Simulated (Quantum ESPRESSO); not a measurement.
# NiWO4: which magnetic order is lowest, part 2 of 2

Does NiWO4 prefer parallel or opposed moments?

Quantum ESPRESSO 7.5; PBEsol; plane waves with GBRV 1.5 PBEsol potentials, no spin-orbit coupling.

So far, absolute magnetization (μB): step 2 (start 1: ferro ++) 4.12.

## Step 3: Start 2: antiferro +−

Contents of pw.in:

```
&CONTROL
  calculation = 'scf'
  prefix = 'pwscf'
  outdir = './tmp'
  pseudo_dir = './pseudo'
  disk_io = 'nowf'
/
&SYSTEM
  ibrav = 0
  nat = 12
  ntyp = 4
  ecutwfc = 40
  ecutrho = 280
  nbnd = 72
  occupations = 'smearing'
  smearing = 'fd'
  degauss = 0.00367493
  nspin = 2
  starting_magnetization(1) = 0.1111
  starting_magnetization(2) = -0.1111
  starting_magnetization(3) = 0
  starting_magnetization(4) = 0
/
&ELECTRONS
  conv_thr = 2.4d-08
  electron_maxstep = 150
  mixing_beta = 0.3
/
ATOMIC_SPECIES
Ni1    58.6934 ni_pbesol_v1.4.uspp.F.UPF
Ni2    58.6934 ni_pbesol_v1.4.uspp.F.UPF
W     183.8400 w_pbesol_v1.2.uspp.F.UPF
O      15.9990 o_pbesol_v1.2.uspp.F.UPF
CELL_PARAMETERS angstrom
   4.5992000000    0.0000000000    0.0000000000
   0.0000000000    5.6606000000    0.0000000000
  -0.0025691944    0.0000000000    4.9067993274
ATOMIC_POSITIONS crystal
Ni1     0.5000000000    0.6616000000    0.2500000000
Ni2     0.5000000000    0.3384000000    0.7500000000
W       0.0000000000    0.1786000000    0.2500000000
W       0.0000000000    0.8214000000    0.7500000000
O       0.2241000000    0.1105000000    0.9204000000
O       0.7759000000    0.1105000000    0.5796000000
O       0.7759000000    0.8895000000    0.0796000000
O       0.2241000000    0.8895000000    0.4204000000
O       0.2644000000    0.3772000000    0.3953000000
O       0.7356000000    0.3772000000    0.1047000000
O       0.7356000000    0.6228000000    0.6047000000
O       0.2644000000    0.6228000000    0.8953000000
K_POINTS automatic
4 4 4 0 0 0
```

On the command line:

```
> OMP_NUM_THREADS=1 mpirun -n 4 pw.x -nk 4 -in pw.in > pw.out
```

What it wrote:

```text
[banner, memory and clock lines left out]
Program PWSCF v.7.5 starts

     Message from routine setup:
     using ibrav=0 with symmetry is DISCOURAGED, use correct ibrav instead

     bravais-lattice index     =            0
     lattice parameter (alat)  =       8.6912  a.u.
     unit-cell volume          =     862.0643 (a.u.)^3
     number of atoms/cell      =           12
     number of atomic types    =            4
     number of electrons       =       112.00
     number of Kohn-Sham states=           72
     kinetic-energy cutoff     =      40.0000  Ry
     charge density cutoff     =     280.0000  Ry
     scf convergence threshold =      2.4E-08
     mixing beta               =       0.3000
     number of iterations used =            8  plain     mixing
     Exchange-correlation= SLA  PW   PSX  PSC
                           (   1   4  10   8   0   0   0)

     celldm(1)=   8.691228  celldm(2)=   0.000000  celldm(3)=   0.000000
     celldm(4)=   0.000000  celldm(5)=   0.000000  celldm(6)=   0.000000

     crystal axes: (cart. coord. in units of alat)
               a(1) = (   1.000000   0.000000   0.000000 )
               a(2) = (   0.000000   1.230779   0.000000 )
               a(3) = (  -0.000559   0.000000   1.066881 )

     reciprocal axes: (cart. coord. in units 2 pi/alat)
               b(1) = (  1.000000 -0.000000  0.000524 )
               b(2) = (  0.000000  0.812493 -0.000000 )
               b(3) = (  0.000000  0.000000  0.937312 )

     PseudoPot. # 1 for Ni read from file:
     ni_pbesol_v1.4.uspp.F.UPF
     Pseudo is Ultrasoft + core correction, Zval = 18.0

     PseudoPot. # 2 for Ni read from file:
     ni_pbesol_v1.4.uspp.F.UPF
     Pseudo is Ultrasoft + core correction, Zval = 18.0

     PseudoPot. # 3 for W  read from file:
     w_pbesol_v1.2.uspp.F.UPF
     Pseudo is Ultrasoft + core correction, Zval = 14.0

     PseudoPot. # 4 for O  read from file:
     o_pbesol_v1.2.uspp.F.UPF
     Pseudo is Ultrasoft + core correction, Zval =  6.0

     atomic species   valence    mass     pseudopotential
     Ni1              18.00    58.69340     Ni( 1.00)
     Ni2              18.00    58.69340     Ni( 1.00)
     W                14.00   183.84000     W ( 1.00)
     O                 6.00    15.99900     O ( 1.00)

     Starting magnetic structure
     atomic species   magnetization
     Ni1             0.111
     Ni2            -0.111
     W               0.000
     O               0.000

      2 Sym. Ops. (no inversion) found ( 1 have fractional translation)

   Cartesian axes

     site n.     atom                  positions (alat units)
         1        Ni1    tau(   1) = (   0.4998603   0.8142836   0.2667203  )
         2        Ni2    tau(   2) = (   0.4995810   0.4164957   0.8001608  )
         3        W      tau(   3) = (  -0.0001397   0.2198172   0.2667203  )
         4        W      tau(   4) = (  -0.0004190   1.0109621   0.8001608  )
         5        O      tau(   5) = (   0.2235858   0.1360011   0.9819573  )
         6        O      tau(   6) = (   0.7755762   0.1360011   0.6183643  )
         7        O      tau(   7) = (   0.7758555   1.0947782   0.0849237  )
         8        O      tau(   8) = (   0.2238652   1.0947782   0.4485168  )
         9        O      tau(   9) = (   0.2641792   0.4642499   0.4217381  )
        10        O      tau(  10) = (   0.7355415   0.4642499   0.1117024  )
        11        O      tau(  11) = (   0.7352622   0.7665293   0.6451430  )
        12        O      tau(  12) = (   0.2638999   0.7665293   0.9551786  )

     number of k points=    30  Fermi-Dirac smearing, width (Ry)=  0.0037
                       cart. coord. in units 2pi/alat
        k(    1) = (   0.0000000   0.0000000   0.0000000), wk =   0.0156250
        k(    2) = (   0.0000000   0.0000000   0.2343279), wk =   0.0312500
        k(    3) = (   0.0000000   0.0000000  -0.4686558), wk =   0.0156250
        k(    4) = (   0.0000000   0.2031233   0.0000000), wk =   0.0312500
        k(    5) = (   0.0000000   0.2031233   0.2343279), wk =   0.0625000
        [... 25 further k-points ...]

     Dense  grid:    68251 G-vectors     FFT dimensions: (  48,  60,  50)

     Smooth grid:    29549 G-vectors     FFT dimensions: (  36,  45,  40)

     Check: negative core charge=   -0.000006
     Generating pointlists ...
     new r_m :   0.1788 (alat units)  1.5541 (a.u.) for type    1
     new r_m :   0.1788 (alat units)  1.5541 (a.u.) for type    2
     new r_m :   0.1617 (alat units)  1.4053 (a.u.) for type    3
     new r_m :   0.1617 (alat units)  1.4053 (a.u.) for type    4

     Initial potential from superposition of free atoms

     starting charge     107.7994, renormalised to     112.0000

     negative rho (up, down):  6.456E-02 6.456E-02
     Starting wfcs are   84 randomized atomic wfcs

     Self-consistent Calculation

     iteration #  1     ecut=    40.00 Ry     beta= 0.30
     Davidson diagonalization with overlap
     ethr =  1.00E-02,  avg # of iterations =  3.2

     negative rho (up, down):  6.284E-02 6.284E-02

     total energy              =   -1260.33183513 Ry
     estimated scf accuracy    <      11.48366240 Ry

     total magnetization       =     0.00 Bohr mag/cell
     absolute magnetization    =     3.94 Bohr mag/cell

     iteration #  2     ecut=    40.00 Ry     beta= 0.30
     Davidson diagonalization with overlap
     ethr =  1.00E-02,  avg # of iterations =  2.0

     negative rho (up, down):  6.306E-02 6.306E-02

     total energy              =   -1262.07364819 Ry
     estimated scf accuracy    <       1.40702209 Ry

     total magnetization       =     0.00 Bohr mag/cell
     absolute magnetization    =     2.94 Bohr mag/cell

     [... further iterations left out ...]

     iteration # 13     ecut=    40.00 Ry     beta= 0.30
     Davidson diagonalization with overlap
     ethr =  3.13E-10,  avg # of iterations =  2.4

     negative rho (up, down):  6.346E-02 6.346E-02

     total energy              =   -1262.36652196 Ry
     estimated scf accuracy    <       0.00000005 Ry

     total magnetization       =     0.00 Bohr mag/cell
     absolute magnetization    =     3.61 Bohr mag/cell

     iteration # 14     ecut=    40.00 Ry     beta= 0.30
     Davidson diagonalization with overlap
     ethr =  4.39E-11,  avg # of iterations =  2.5

     negative rho (up, down):  6.346E-02 6.346E-02

     Magnetic moment per site  (integrated on atomic sphere of radius R)
     atom   1 (R=0.179)  charge= 15.3965  magn=  1.4687
     atom   2 (R=0.179)  charge= 15.3965  magn= -1.4687
     atom   3 (R=0.162)  charge=  7.7816  magn= -0.0018
     atom   4 (R=0.162)  charge=  7.7817  magn=  0.0018
     atom   5 (R=0.162)  charge=  5.0012  magn= -0.0395
     atom   6 (R=0.162)  charge=  5.0012  magn= -0.0395
     atom   7 (R=0.162)  charge=  5.0012  magn=  0.0395
     atom   8 (R=0.162)  charge=  5.0012  magn=  0.0395
     atom   9 (R=0.162)  charge=  5.0086  magn= -0.0079
     atom  10 (R=0.162)  charge=  5.0086  magn= -0.0079
     atom  11 (R=0.162)  charge=  5.0086  magn=  0.0079
     atom  12 (R=0.162)  charge=  5.0086  magn=  0.0079

     End of self-consistent calculation

     [... lines left out ...]
     the Fermi energy is    11.2021 ev

!    total energy              =   -1262.36652259 Ry
     estimated scf accuracy    <       0.00000001 Ry
     smearing contrib. (-TS)   =      -0.00001632 Ry
     internal energy E=F+TS    =   -1262.36650626 Ry

     The total energy is F=E-TS. E is the sum of the following terms:
     one-electron contribution =    -671.97873173 Ry
     hartree contribution      =     393.46197460 Ry
     xc contribution           =    -209.55542686 Ry
     ewald contribution        =    -774.29432227 Ry

     total magnetization       =    -0.00 Bohr mag/cell
     absolute magnetization    =     3.61 Bohr mag/cell

     convergence has been achieved in  14 iterations
```

Elapsed: 80 s, on 4 MPI ranks of Intel Xeon Platinum 8559C (Emerald Rapids), shared host; peak memory 1.2 GiB; 5.3 min of CPU time.

Spin moment in the atom's sphere by atom:

```tsv
atom	spin moment in the atom's sphere (μB)
Ni1	1.47
Ni2	-1.47
W3	0.00
W4	0.00
O5	-0.04
O6	-0.04
O7	0.04
O8	0.04
O9	-0.01
O10	-0.01
O11	0.01
O12	0.01
```

Numbers from this step:

```
smearing term TS       : 2.22e-4 eV
magnetization          : 0 μB
absolute magnetization : 3.606 μB
final state            : antiferromagnetic
```

Spin density in the ab plane at fractional z = 0.250, with atoms of Ni and W within 0.2 Å of it.

Ten even steps from '0' (0.0 e/Å³) to '9' (4.3 e/Å³), each cell a mean:
```
00000000000000
00000000000000
00000000000000
00000000000000
00000035200000
00000059200000
00000034200000
00000000000000
00000000000000
00000000000000
00000000000000
00000000000000
00000000000000
00000000000000
00000000000000
00000000000000
00000000000000
```
Columns run along a (4.6 Å), rows up along b (5.7 Å). Atoms in or near the plane, at fractional coordinates: Ni at (0.50, 0.66), W at (0.00, 0.18).

Valence density in the ab plane at fractional z = 0.250, with atoms of Ni and W within 0.2 Å of it. It is the smooth field of the valence electrons, not physical close to the nuclei.

Ten steps, logarithmic in the rise over the least value, from '0' (-1 e/Å³) to '9' (38 e/Å³), each cell a mean:
```
23333222223332
22333222223332
22333333333322
22223345433222
22223588632222
22223699842222
22223478632222
22222344332222
22233333333322
22333322333332
33333322233333
44333322233334
65433222223346
05432222222355
55432222222355
54322222222345
33322222222333
```
Columns run along a (4.6 Å), rows up along b (5.7 Å). Atoms in or near the plane, at fractional coordinates: Ni at (0.50, 0.66), W at (0.00, 0.18).

## Step 4: Energies of the orders

An order is kept where moments of 0.15 μB or more survive with the typed signs; meshes match where a doubled cell samples the same k points as the first cell.

Orders:

```tsv
start	final state	typed order kept	energy over the lowest (meV a seeded atom)	largest site moment (μB)	net moment (μB a cell of the first run)	mesh matched	CPU time (s)
ferro ++	ferromagnetic	yes	16.02	1.517	3.999	yes	313.8
antiferro +-	antiferromagnetic	yes	0	1.469	0	yes	320.6
```

## Step 5: Summary of results

| Quantity | Value |
| --- | --- |
| lowest state found | antiferromagnetic (from antiferro +-) |
| largest site moment | 1.47 μB |
| next state with moments | ferromagnetic, 16.0 meV a seeded atom higher |

What this shows: Only these 2 starts were compared; other wavevectors, canted and longer-period orders were not. No Hubbard term acts here. In such compounds local and semilocal functionals without one often delocalise the d electrons, and can shrink or lose moments and miss the size, sign and order of the couplings.

[Logs and program files are shortened in this print: banners, set-up blocks, solver, clock and traceback lines can be left out without a mark of their own.]

[Logs are printed without paths, hosts, clocks, repeated set-up lines and the standing remarks that a program may print on its own settings, such as how far it seeks lower states.]

[Hosts, paths, dates, database ids (printed as entryN), source tags and the programs' standing remarks are cut or masked in the printed files.]

[Where a cell is said to come from a database of computed structures, the database is the Materials Project.]
